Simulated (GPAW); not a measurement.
# Surface energy and work function of Ir(111) from slabs of 3 to 12 layers (LDA)

How do energy and work function of Ir(111) films settle with thickness, and what surface energy follows?

How it was computed: GPAW 26.7.0, plane waves at 450 eV with PAW setups; symmetric 1×1 slabs cut at the tabulated lattice constant (two decimals; low-temperature values for the alkali metals), atoms at bulk places, 7.5 Å of vacuum on each side, one in-plane mesh for all thicknesses, Fermi-Dirac smearing of 0.1 eV. Energies are extrapolated to zero smearing and count from the program's reference atoms. Functional LDA. The cell's area is 6.385 Å².

What came out, but for one run:

| layers | energy (eV) | work function (eV) |
| --- | --- | --- |
| 3 | −30.1862 | 5.77 |
| 4 | −41.1133 | 5.86 |
| 5 | −51.9435 | 5.88 |
| 6 | −62.7973 | 5.86 |
| 7 | −73.6718 | 5.87 |
| 8 | −84.5313 | 5.87 |
| 9 | −95.3873 | 5.87 |
| 10 | −106.2504 | 5.85 |
| 11 | −117.1166 | 5.86 |
| 12 | ? | ? |

Q: What surface energy do these runs give, and what energy and work function should the 12-layer slab have?

**Working.** A slab of n layers has E(n) = nε + 2Aγ once its middle is bulk-like. A line through n = 6 to 11 has the slope ε = −10.8625 eV a layer and the intercept 2Aγ = 2.3723 eV (r.m.s. residual 4.1 meV). So γ = 2.3723 / (2 × 6.385 Å²) = 0.1858 eV/Å² = 2.98 J/m², with a standard error of about 0.01 J/m² from the scatter about the line. For 12 layers: 2.3723 + 12 × (−10.8625) = −127.978 eV; the run gives −127.975 eV, 2.4 meV over the line. The work function has no such law: from 6 to 11 layers it moves between 5.85 and 5.87 eV (mean 5.86), and the 12-layer slab gives 5.86 eV. The thinnest slab, 3 layers, lies −0.09 eV from that mean. The measured value for this face is 5.78 eV (“Anisotropic work function of elemental crystals” (2019, arxiv:1902.07811)); the unrelaxed 12-layer slab lies 0.08 eV over it.

**Limits.** The surfaces are unrelaxed, so γ is an upper bound for this functional and lattice constant. The tabulated lattice constant isn't the functional's own, which strains the slab a little. Spin-orbit coupling is left out.
